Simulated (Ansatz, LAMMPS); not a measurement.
# Elastic response of glassy 22SiO2-48B2O3-15CaO-15K2O (mol %) (103 atoms), part 2 of 4

Aim: relax glassy 22SiO2-48B2O3-15CaO-15K2O (mol %) (103 atoms), then change its volume and shape to read moduli from the stress.

Ansatz 0.2.0; Kohn-Sham DFT, PBE, PAW (set soft_2), plane waves.

The cell: 6 Si, 26 B, 4 Ca, 8 K and 59 O. The quench rate of 20 K/ps is many orders above laboratory rates. The starting topology of bonds comes from the classical model. Only the Γ point is sampled.

So far. Step 2 (Single point at the start): The r.m.s. force at the start is 1.1 eV/Å.

## Step 3: Cell and atoms relaxed

Cell and atoms are freed together, to release stress as well as forces.

input.yaml reads:

```yaml
crystal:
  lattice:
    - [11.02161, 0.0, 0.0]
    - [0.0, 11.02161, 0.0]
    - [0.0, 0.0, 11.02161]
  atoms:
    [... the 103 atom lines of step 2 ...]
kpoints:
  mp_grid: { grid: [1, 1, 1] }
hamiltonian:
  xc: pbe
scf:
  occupations: { method: fixed }
output:
  forces: true
relax:
  f_tol: 0.05
  max_steps: 150
  cell: {}
```

Started as:

```bash
$ ansatz run input.yaml --threads 4 --pin off --max-ram 8192MiB --backend cpu --events-out ev --progress --plain --runs-dir out
```

Numbers of over 12 decimals in the logs are rounded to 6 here.

What it wrote:

```text
[...]
Crystal: 103 atoms, lattice volume = 1338.860 Å³
Basis set: ecut = 420 eV, 26145 PW (Γ), exchange–correlation on 150×150×150 points (8 copies of the dense FFT grid, shifted against one another)
Bands: 387, of which v1, the nominal top of the filled ones, is band 284 counted from 1 (283 counted from 0)
Symmetry: 1 space group operations
[...]
k-points: 1
[...]
SCF iter   1: F=—  HF=-61006.166772 eV  |F-HF|=—  |Δ(HF+E_count)|=         —  Δρ=3.82e-3  dr2=3.60e-1  ethr=1.77e-3  ⟨swp⟩=6.0  Hψ=1244  notcnv=0  defer=100
[...]
SCF iter   5: F=—  HF=-61006.095302 eV  |F-HF|=—  |Δ(HF+E_count)|=   1.15e-4  Δρ=2.53e-4  dr2=9.08e-4  ethr=4.82e-7  ⟨swp⟩=3.0  Hψ=589  notcnv=0  defer=85
[...]
SCF iter  10: F=—  HF=-61006.092648 eV  |F-HF|=—  |Δ(HF+E_count)|=   5.70e-7  Δρ=4.75e-6  dr2=2.49e-7  ethr=1.76e-11  ⟨swp⟩=5.0  Hψ=1151  notcnv=0
SCF iter  11: F=-61006.092648 eV  HF=-61006.092648 eV  |F-HF|=1.17e-8  |Δ(HF+E_count)|=   5.72e-9  Δρ=1.03e-6  dr2=1.50e-8  ethr=1.76e-11  ⟨swp⟩=3.0  Hψ=1177  notcnv=0
SCF 1 converged in 11 iterations: F = -61006.092648 eV  dr2 = 1.50e-8
[...]
relax step   1: F+E_penalty+E_count = -61006.09264755 eV  Δ(F+E_penalty+E_count) = +0.000e0 eV  max|allowed force component| = 3.429e0 eV/Å  Δτ_max = 0.0000 Å  P = -3.559 GPa  Ω = 1338.860 Å³  (11 SCF iters, dr2 threshold 1.00e-7 eV, accepted)
[... from here on, the SCF cycles and remarks between the steps are left out ...]
relax step   2: F+E_penalty+E_count = -61012.22799118 eV  Δ(F+E_penalty+E_count) = -6.135e0 eV  max|allowed force component| = 2.331e0 eV/Å  Δτ_max = 0.1949 Å  P = -1.437 GPa  Ω = 1303.358 Å³  energy of the carried Pulay correction = +1.249e-1 eV  (8 SCF iters, dr2 threshold 1.03e-5 eV, accepted)
relax step   3: F+E_penalty+E_count = -61015.07859521 eV  Δ(F+E_penalty+E_count) = -2.851e0 eV  max|allowed force component| = 1.138e0 eV/Å  Δτ_max = 0.1950 Å  P = +0.295 GPa  Ω = 1274.827 Å³  energy of the carried Pulay correction = +2.278e-1 eV  (8 SCF iters, dr2 threshold 1.03e-5 eV, accepted)
relax step   4: F+E_penalty+E_count = -61015.94023815 eV  Δ(F+E_penalty+E_count) = -8.616e-1 eV  max|allowed force component| = 1.328e0 eV/Å  Δτ_max = 0.1963 Å  P = +0.246 GPa  Ω = 1271.186 Å³  energy of the carried Pulay correction = +2.411e-1 eV  (7 SCF iters, dr2 threshold 1.03e-5 eV, accepted)
relax step   5: F+E_penalty+E_count = -61016.48203371 eV  Δ(F+E_penalty+E_count) = -5.418e-1 eV  max|allowed force component| = 6.157e-1 eV/Å  Δτ_max = 0.1958 Å  P = -0.070 GPa  Ω = 1273.837 Å³  energy of the carried Pulay correction = +2.314e-1 eV  (7 SCF iters, dr2 threshold 1.03e-5 eV, accepted)
relax step   6: F+E_penalty+E_count = -61016.79906044 eV  Δ(F+E_penalty+E_count) = -3.170e-1 eV  max|allowed force component| = 4.693e-1 eV/Å  Δτ_max = 0.1936 Å  P = -0.164 GPa  Ω = 1277.147 Å³  energy of the carried Pulay correction = +2.194e-1 eV  (7 SCF iters, dr2 threshold 1.03e-5 eV, accepted)
relax step   7: F+E_penalty+E_count = -61017.06475401 eV  Δ(F+E_penalty+E_count) = -2.657e-1 eV  max|allowed force component| = 5.139e-1 eV/Å  Δτ_max = 0.1951 Å  P = -0.102 GPa  Ω = 1278.415 Å³  energy of the carried Pulay correction = +2.147e-1 eV  (7 SCF iters, dr2 threshold 1.03e-5 eV, accepted)
relax step   8: F+E_penalty+E_count = -61017.33360020 eV  Δ(F+E_penalty+E_count) = -2.688e-1 eV  max|allowed force component| = 4.958e-1 eV/Å  Δτ_max = 0.1958 Å  P = -0.068 GPa  Ω = 1279.076 Å³  energy of the carried Pulay correction = +2.123e-1 eV  (7 SCF iters, dr2 threshold 1.03e-5 eV, accepted)
relax step   9: F+E_penalty+E_count = -61017.61127739 eV  Δ(F+E_penalty+E_count) = -2.777e-1 eV  max|allowed force component| = 4.706e-1 eV/Å  Δτ_max = 0.1956 Å  P = -0.039 GPa  Ω = 1279.219 Å³  energy of the carried Pulay correction = +2.118e-1 eV  (7 SCF iters, dr2 threshold 1.03e-5 eV, accepted)
relax step  10: F+E_penalty+E_count = -61017.96514735 eV  Δ(F+E_penalty+E_count) = -3.539e-1 eV  max|allowed force component| = 4.825e-1 eV/Å  Δτ_max = 0.2000 Å  P = -0.144 GPa  Ω = 1284.193 Å³  energy of the carried Pulay correction = +1.938e-1 eV  (7 SCF iters, dr2 threshold 1.03e-5 eV, accepted)
relax step  11: F+E_penalty+E_count = -61018.24071185 eV  Δ(F+E_penalty+E_count) = -2.756e-1 eV  max|allowed force component| = 5.210e-1 eV/Å  Δτ_max = 0.1936 Å  P = -0.207 GPa  Ω = 1283.045 Å³  energy of the carried Pulay correction = +1.979e-1 eV  (7 SCF iters, dr2 threshold 1.03e-5 eV, accepted)
relax step  12: F+E_penalty+E_count = -61018.42407262 eV  Δ(F+E_penalty+E_count) = -1.834e-1 eV  max|allowed force component| = 5.221e-1 eV/Å  Δτ_max = 0.1924 Å  P = -0.054 GPa  Ω = 1282.444 Å³  energy of the carried Pulay correction = +2.001e-1 eV  (7 SCF iters, dr2 threshold 1.03e-5 eV, accepted)
relax step  13: F+E_penalty+E_count = -61018.58401558 eV  Δ(F+E_penalty+E_count) = -1.599e-1 eV  max|allowed force component| = 4.669e-1 eV/Å  Δτ_max = 0.1210 Å  P = +0.107 GPa  Ω = 1281.228 Å³  energy of the carried Pulay correction = +2.045e-1 eV  (7 SCF iters, dr2 threshold 1.03e-5 eV, accepted)
[...]
relax step  57: F+E_penalty+E_count = -61021.52954822 eV  Δ(F+E_penalty+E_count) = +4.120e-3 eV  max|allowed force component| = 6.303e-2 eV/Å  Δτ_max = 0.0895 Å  P = -0.012 GPa  Ω = 1311.277 Å³  energy of the carried Pulay correction = -3.283e-3 eV  (9 SCF iters, dr2 threshold 1.60e-7 eV, rejected (line search))
relax step  58: F+E_penalty+E_count = -61021.53388861 eV  Δ(F+E_penalty+E_count) = -2.204e-4 eV  max|allowed force component| = 5.223e-2 eV/Å  Δτ_max = 0.0443 Å  P = -0.006 GPa  Ω = 1311.010 Å³  energy of the carried Pulay correction = -2.351e-3 eV  (10 SCF iters, accepted)
relax step  59: F+E_penalty+E_count = -61021.53311095 eV  Δ(F+E_penalty+E_count) = +7.777e-4 eV  max|allowed force component| = 6.191e-2 eV/Å  Δτ_max = 0.0398 Å  P = -0.010 GPa  Ω = 1311.533 Å³  energy of the carried Pulay correction = -4.146e-3 eV  (7 SCF iters, dr2 threshold 1.71e-7 eV, accepted)
relax step  60: F+E_penalty+E_count = -61021.53127126 eV  Δ(F+E_penalty+E_count) = +1.840e-3 eV  max|allowed force component| = 9.032e-2 eV/Å  Δτ_max = 0.0754 Å  P = -0.031 GPa  Ω = 1312.531 Å³  energy of the carried Pulay correction = -7.571e-3 eV  (8 SCF iters, dr2 threshold 2.40e-7 eV, accepted)
relax step  61: F+E_penalty+E_count = -61021.52941410 eV  Δ(F+E_penalty+E_count) = +1.857e-3 eV  max|allowed force component| = 1.320e-1 eV/Å  Δτ_max = 0.1113 Å  P = -0.077 GPa  Ω = 1313.521 Å³  energy of the carried Pulay correction = -1.094e-2 eV  (8 SCF iters, dr2 threshold 5.10e-7 eV, accepted)
relax step  62: F+E_penalty+E_count = -61021.53648549 eV  Δ(F+E_penalty+E_count) = -7.071e-3 eV  max|allowed force component| = 1.205e-1 eV/Å  Δτ_max = 0.0149 Å  P = -0.017 GPa  Ω = 1312.977 Å³  energy of the carried Pulay correction = -9.062e-3 eV  (6 SCF iters, dr2 threshold 1.09e-6 eV, accepted)
relax step  63: F+E_penalty+E_count = -61021.54715839 eV  Δ(F+E_penalty+E_count) = -1.067e-2 eV  max|allowed force component| = 1.527e-1 eV/Å  Δτ_max = 0.2000 Å  P = +0.056 GPa  Ω = 1310.761 Å³  energy of the carried Pulay correction = -1.319e-3 eV  (8 SCF iters, dr2 threshold 9.07e-7 eV, accepted)
relax step  64: F+E_penalty+E_count = -61021.54910922 eV  Δ(F+E_penalty+E_count) = -1.951e-3 eV  max|allowed force component| = 1.802e-1 eV/Å  Δτ_max = 0.1439 Å  P = +0.118 GPa  Ω = 1309.959 Å³  energy of the carried Pulay correction = +1.348e-3 eV  (8 SCF iters, dr2 threshold 1.46e-6 eV, rejected (line search))
relax step  65: F+E_penalty+E_count = -61021.55896267 eV  Δ(F+E_penalty+E_count) = -1.180e-2 eV  max|allowed force component| = 9.130e-2 eV/Å  Δτ_max = 0.0700 Å  P = -0.026 GPa  Ω = 1311.896 Å³  energy of the carried Pulay correction = -5.340e-3 eV  (12 SCF iters, accepted)
relax step  66: F+E_penalty+E_count = -61021.56149227 eV  Δ(F+E_penalty+E_count) = -2.530e-3 eV  max|allowed force component| = 1.667e-1 eV/Å  Δτ_max = 0.1000 Å  P = +0.075 GPa  Ω = 1309.878 Å³  energy of the carried Pulay correction = +1.684e-3 eV  (8 SCF iters, dr2 threshold 5.21e-7 eV, rejected (line search))
relax step  67: F+E_penalty+E_count = -61021.56742465 eV  Δ(F+E_penalty+E_count) = -8.462e-3 eV  max|allowed force component| = 5.032e-2 eV/Å  Δτ_max = 0.0481 Å  P = +0.013 GPa  Ω = 1311.272 Å³  energy of the carried Pulay correction = -3.138e-3 eV  (11 SCF iters, accepted)
relax step  68: F+E_penalty+E_count = -61021.56728444 eV  Δ(F+E_penalty+E_count) = +1.402e-4 eV  max|allowed force component| = 3.441e-2 eV/Å  Δτ_max = 0.0500 Å  P = +0.003 GPa  Ω = 1311.593 Å³  energy of the carried Pulay correction = -4.242e-3 eV  (8 SCF iters, dr2 threshold 1.58e-7 eV, accepted)
relax step  69: F+E_penalty+E_count = -61021.57395020 eV  Δ(F+E_penalty+E_count) = -6.666e-3 eV  max|allowed force component| = 3.436e-2 eV/Å  Δτ_max = 0.0000 Å  P = +0.011 GPa  Ω = 1311.593 Å³  stress off target by 7.73e-2 GPa  SCF on the basis re-selected at this cell (its energy is not comparable with the rows above)  (7 SCF iters)
relax step  70: F+E_penalty+E_count = -61021.57474219 eV  Δ(F+E_penalty+E_count) = -7.920e-4 eV  max|allowed force component| = 2.867e-2 eV/Å  Δτ_max = 0.0151 Å  P = -0.002 GPa  Ω = 1311.817 Å³  energy of the carried Pulay correction = -7.364e-4 eV  (8 SCF iters, dr2 threshold 1.49e-8 eV, accepted)
relax step  71: F+E_penalty+E_count = -61021.57510097 eV  Δ(F+E_penalty+E_count) = -3.588e-4 eV  max|allowed force component| = 2.874e-2 eV/Å  Δτ_max = 0.0000 Å  P = -0.001 GPa  Ω = 1311.817 Å³  stress off target by 1.71e-2 GPa  SCF on the basis re-selected at this cell (its energy is not comparable with the rows above)  (5 SCF iters)
[...]
SCF converged after 5 iterations
Free energy (F): -61021.575101 eV
[...]
Internal energy: -61021.575101 eV  (E = F + TS)
E sigma→0 (E₀):  -61021.575101 eV
Fermi energy:    3.880964 eV
[...]
Σ components = -61021.575101   (vs F -61021.575101, Δ=0.00e0)
--- Forces (eV/Å), atoms counted from 1 ---
  atom   1  Si    -0.00902380    -0.01319687     0.00119862
  atom   2  Si     0.00030343     0.01397453    -0.01435447
  atom   3  Si     0.00227876    -0.00727836    -0.00741647
  atom   4  Si     0.00323327    -0.01034011     0.00128644
[...]
atom 103  O      0.00329734    -0.00320438    -0.00132199
  max |Σ_I F_I| component: 2.82e-5 eV/Å
--- Stress (GPa, compression-positive) ---
       -0.011113       0.009774      -0.007214
        0.009775       0.006056      -0.003865
       -0.007200      -0.003873       0.000795
  P = ⅓ Tr σ = -0.0014 GPa (-0.014 kbar)
--- Relaxed structure (68 steps of the walk, 62 accepted, 3 SCFs on fresh bases) ---
  F+E_penalty+E_count = -61021.57510097 eV   max|allowed force component| = 2.874e-2 eV/Å   (the final SCF, on the basis selected at the relaxed cell)
  cell:  # Å, volume = 1311.8174 Å³
    - [10.711109, 0.276673, -0.099475]
    - [0.276673, 11.168964, -0.080081]
    - [-0.099475, -0.080081, 10.973923]
  atoms:
    - { symbol: Si, position: [0.456090, 0.872924, 0.123304] }
    - { symbol: Si, position: [0.643116, 0.174100, 0.996768] }
    - { symbol: Si, position: [0.192080, 0.237512, 0.287355] }
    - { symbol: Si, position: [0.029651, 0.421181, 0.932984] }
[...]
- { symbol: O, position: [0.734544, 0.862184, 0.886537] }
```

It took 8.9 min on 4 threads of Intel Xeon Platinum 8488C (Sapphire Rapids), shared host; peak memory 1.7 GiB; 32 min of CPU time.

The relaxation converged after 68 steps, with a largest force component of 0.029 eV/Å.

## Step 4: Single point at the relaxed geometry

One more single point at the end of the walk gives the fuller output and checks the residual forces.

input.yaml reads:

```yaml
crystal:
  lattice:
    - [10.71111, 0.27667, -0.09947]
    - [0.27667, 11.16896, -0.08008]
    - [-0.09947, -0.08008, 10.97392]
  atoms:
    - { symbol: Si, position: [0.45609, 0.87292, 0.1233] }
    - { symbol: Si, position: [0.64312, 0.1741, 0.99677] }
    - { symbol: Si, position: [0.19208, 0.23751, 0.28736] }
    - { symbol: Si, position: [0.02965, 0.42118, 0.93298] }
    - { symbol: Si, position: [0.79072, 0.85602, 0.30219] }
    - { symbol: Si, position: [0.4005, 0.96854, 0.76233] }
    [... 91 atom lines left out ...]
    - { symbol: O, position: [0.94232, 0.82141, 0.28772] }
    - { symbol: O, position: [0.64638, 0.06731, 0.88841] }
    - { symbol: O, position: [0.3373, 0.22123, 0.59082] }
    - { symbol: O, position: [0.60963, 0.74763, 0.53477] }
    - { symbol: O, position: [0.60066, 0.55258, 0.98966] }
    - { symbol: O, position: [0.73454, 0.86218, 0.88654] }
kpoints:
  mp_grid: { grid: [1, 1, 1] }
hamiltonian:
  xc: pbe
scf:
  occupations: { method: fixed }
output:
  forces: true
  stress: true
  populations: true
  dos:
    method: { smearing: { sigma: 0.08 } }
    de: 0.1
    projected: { site_lists: { B: [B], Ca: [Ca], K: [K], O: [O], Si: [Si] } }
  eigenvalues: true
  write_density: true
  write_potential: true
  volumetric_format: npy
```

What it wrote:

```text
[...]
Crystal: 103 atoms, lattice volume = 1311.817 Å³
Basis set: ecut = 420 eV, 25651 PW (Γ), exchange–correlation on 144×150×150 points (8 copies of the dense FFT grid, shifted against one another)
Bands: 387, of which v1, the nominal top of the filled ones, is band 284 counted from 1 (283 counted from 0)
Symmetry: 1 space group operations
[...]
k-points: 1
[...]
SCF iter   1: F=—  HF=-61021.551640 eV  |F-HF|=—  |Δ(HF+E_count)|=         —  Δρ=2.83e-3  dr2=1.04e-1  ethr=1.77e-3  ⟨swp⟩=6.0  Hψ=1366  notcnv=0  defer=100
[...]
SCF iter  10: F=-61021.575100 eV  HF=-61021.575100 eV  |F-HF|=2.53e-8  |Δ(HF+E_count)|=   5.68e-8  Δρ=1.65e-6  dr2=3.24e-8  ethr=1.76e-11  ⟨swp⟩=24.0  Hψ=3837  notcnv=0
SCF 1 converged in 10 iterations: F = -61021.575100 eV  dr2 = 3.24e-8
[...]
WARN: The input density's exchange-correlation potential varies sharply where the density is thin. Do not read a vacuum level from v_tot or v_xc, or from such a field of the output density. On a cell that repeats whose density bears no net charge and no dipole along the vacuum's axis use v_es (v_loc + v_h of the components); [...]
SCF converged after 10 iterations
Free energy (F): -61021.575100 eV
[...]
Internal energy: -61021.575100 eV  (E = F + TS)
E sigma→0 (E₀):  -61021.575100 eV
Fermi energy:    3.880999 eV
[...]
--- Forces (eV/Å), atoms counted from 1 ---
  atom   1  Si    -0.01005095    -0.01157030     0.00156019
  atom   2  Si    -0.00154840     0.01514089    -0.01543232
  atom   3  Si     0.00251253    -0.00649680    -0.00906731
  atom   4  Si     0.00475338    -0.00876014     0.00420525
  atom   5  Si    -0.00303904     0.00664636     0.00554577
  atom   6  Si    -0.00394112     0.00002675     0.01444595
  atom   7  B     -0.00561149    -0.00709139    -0.00405552
  atom   8  B      0.00786118    -0.00222751     0.00134481
  atom   9  B     -0.01292259     0.02844766    -0.00577092
  atom  10  B      0.00440678     0.00498866     0.00773047
  atom  11  B     -0.00084202    -0.00875313     0.00279150
  atom  12  B     -0.00212962    -0.00452266    -0.00489371
  atom  13  B      0.01871748     0.00133575     0.00398875
  atom  14  B      0.00341039    -0.00633589     0.00546117
[...]
atom 102  O      0.00767883    -0.00047588     0.00223676
  atom 103  O      0.00489407    -0.00257553    -0.00157095
  max |Σ_I F_I| component: 5.42e-5 eV/Å
--- Stress (GPa, compression-positive) ---
       -0.012666       0.010439      -0.008096
        0.010441       0.005910      -0.002772
       -0.008082      -0.002780       0.000246
  P = ⅓ Tr σ = -0.0022 GPa (-0.022 kbar)
--- Band table (eV) ---
[...]
--- Löwdin populations: 103 sites ---
  site symbol       q [e]
     0     Si      2.2320
     1     Si      2.3614
     2     Si      2.2998
[...]
102      O      6.4777
  spilling = 0.009578 (of n_electrons = 568.000000)
```

Elapsed: 13 s, on 4 threads; peak memory 1.8 GiB; 49 s of CPU time.

The program notes that the exchange-correlation potential is rough where the density is thin.

Numbers from this run:

| Quantity | Value |
| --- | --- |
| free energy | -61021.5751 eV |
| free energy per atom | -592.4425 eV/atom |
| SCF cycles | 10 |
| pressure | -0.00217 GPa |
| r.m.s. force component | 0.0059 eV/Å |
| longest force | 0.03177 eV/Å |
| Fermi energy | 3.881 eV |
| gap (highest filled to lowest empty level) | 3.264 eV |
| spilling of the projection | 0.009578 |

Löwdin charges by element and coordination (they lack the spilled electrons, 0.053 e an atom on average):

```csv
element,coordination,atoms,mean charge (e),spread,least,most
B,all,26,0.586,0.0399,0.503,0.658
B,3,15,0.589,0.0497,0.503,0.658
B,4,11,0.582,0.0192,0.552,0.605
Ca,all,4,1.80,0.01,1.79,1.81
Ca,6,2,1.79,0.0031,1.79,1.79
Ca,8,2,1.81,0.0019,1.81,1.81
K,all,8,0.878,0.0139,0.855,0.898
K,5,1,0.883,0,0.883,0.883
K,6,2,0.884,0.0054,0.878,0.889
K,7,3,0.881,0.0185,0.855,0.898
K,8,1,0.867,0,0.867,0.867
K,10,1,0.863,0,0.863,0.863
O,all,59,-0.580,0.122,-0.985,-0.387
O,2,7,-0.523,0.107,-0.637,-0.387
O,3,29,-0.564,0.128,-0.985,-0.424
O,4,20,-0.627,0.109,-0.782,-0.417
O,5,2,-0.541,0.0401,-0.581,-0.501
O,6,1,-0.577,0,-0.577,-0.577
Si,all,6,1.70,0.04,1.64,1.77
```

Density of states as counts of states in windows of 1 eV (from the Fermi level), total and the larger projections:

```csv
from (eV),to (eV),total,O p,B p,K p
-14,-13,4.0,0.0,0.0,3.9
-13,-12,29.9,0.3,0.1,29.4
-12,-11,14.1,0.2,0.0,13.8
-11,-10,2.0,1.4,0.1,0.0
-10,-9,17.6,12.1,1.2,0.0
-9,-8,16.7,11.5,1.9,0.0
-8,-7,29.3,20.2,5.4,0.1
-7,-6,28.5,19.7,6.4,0.1
-6,-5,26.2,18.9,4.9,0.1
-5,-4,33.6,26.0,3.9,0.1
-4,-3,51.5,43.8,3.1,0.1
-3,-2,60.8,55.6,1.8,0.1
-2,-1,65.4,62.1,0.9,0.1
-1,0,21.4,20.6,0.2,0.0
0,1,1.1,1.1,0.0,0.0
1,3,0.0,0.0,0.0,0.0
3,4,2.0,0.1,0.0,0.0
4,5,6.3,0.4,0.9,0.0
```

The curve was stored every 0.100 eV, coarse against its broadening of 0.08 eV, so these counts are rough.

With fixed occupations the program's Fermi level is the highest filled level; weight inside the gap is the broadening of levels at its edges.

Between -26 and -14 eV lie 142 more states.

The stored curve holds about 544 of the 568 electrons; the rest, give or take the few that broadening carries across the Fermi level, lie in deeper levels below its range.

The levels nearest the highest filled one (over half full), pooled over k-points and spins:

```csv
level less the highest filled one (eV),occupation
-0.696,2
-0.686,2
-0.526,2
-0.381,2
-0.189,2
0,2
3.26,0
4.62,0
4.72,0
4.85,0
5.05,0
5.19,0
```

Electrostatic potential energy in the bc plane at fractional x = 0.438, with atoms of Si and B and Ca and K and O within 0.2 Å of it. With pseudopotentials it is smooth inside the atoms' cores, unlike the true potential.

Ten even steps from '0' (-43 eV) to '9' (10 eV), each cell a mean:
```
9999999999999998568999999999999
9999999999999998889999999999999
9999998778899998888999999999999
8899985213789877788999999999877
4789872000588312799999999998621
1689874001688312799999999997400
4789987556899878999999999998632
3589998888999999999999999998875
0058788999999999999999998888983
1253147999987668899999887678995
8860016999974114789999863247899
9974258999862002689999851026899
9852489999974114799999863247899
9710179999987668899999987778999
9842599999999889999999999999999
9888999999999999999988999999999
9999998877899999998667899999999
9999998645789999985003899999999
9999998645789999875104789887889
9999998877899998668666336632478
9999999999999998888997335400058
9999999999999998778999877400158
9999999999999987557999998754689
9999999999999997458999999888899
```
Columns run along b (11.2 Å; values clipped at the 3rd and 97th percentile), rows up along c (11.0 Å). Atoms in or near the plane, at fractional coordinates: Si at (0.87, 0.12), B at (0.13, 0.56), B at (0.64, 0.24), Ca at (0.26, 0.80), K at (0.44, 0.51), O at (0.10, 0.43), O at (0.02, 0.63), O at (0.46, 0.78).

Valence density in the bc plane at fractional x = 0.438, with atoms of Si and B and Ca and K and O within 0.2 Å of it. It is the smooth field of the valence electrons, not physical close to the nuclei.

Ten steps, logarithmic in the rise over the least value, from '0' (0.0 e/Å³) to '9' (6.8 e/Å³), each cell a mean:
```
0000012343210135664200000001110
1111012333210123443100000000000
2222112343211233332100000011222
3332125787423566432100000123443
3322137998635898631000000124543
3321136898535898531000000123433
5431113554223565310000000122334
7753111221001222100000000111246
9974333211001111000000000111258
9865444321123553100000023432247
5554444321147886410000257764224
2356543210258887520000268875211
2578752100147886410011246763101
3699963100024553111222223321111
3578742100001110012344321001111
2344421111000000012454310000111
2211112344210000113444310000122
3210013566420012334444321111234
3210013566420124555445554323444
3100002444210135665446786433444
1000000111000124553236886532333
1000000000000123443224555422332
0000000111100124554211222223321
0000001232110136775210000112211
```
Columns run along b (11.2 Å), rows up along c (11.0 Å). Atoms in or near the plane, at fractional coordinates: Si at (0.87, 0.12), B at (0.13, 0.56), B at (0.64, 0.24), Ca at (0.26, 0.80), K at (0.44, 0.51), O at (0.10, 0.43), O at (0.02, 0.63), O at (0.46, 0.78).

Filled and empty levels are parted by 3.26 eV (at Γ alone); a semilocal functional tends to put such gaps too low. In a disordered cell it changes from sample to sample, and tail or defect levels can set it. Mean Löwdin charges: B +0.59, Ca +1.80, K +0.88, O -0.58, Si +1.70 e (they miss 0.96 % of the electrons, so they add up to more than the cell's charge).

(Continued in part 3 of 4.)

[Logs are printed without paths, hosts, clocks, repeated set-up lines and the standing remarks that a program may print on its own settings, such as how far it seeks lower states.]

[Hosts, paths, dates, database ids (printed as entryN), source tags and the programs' standing remarks are cut or masked in the printed files.]
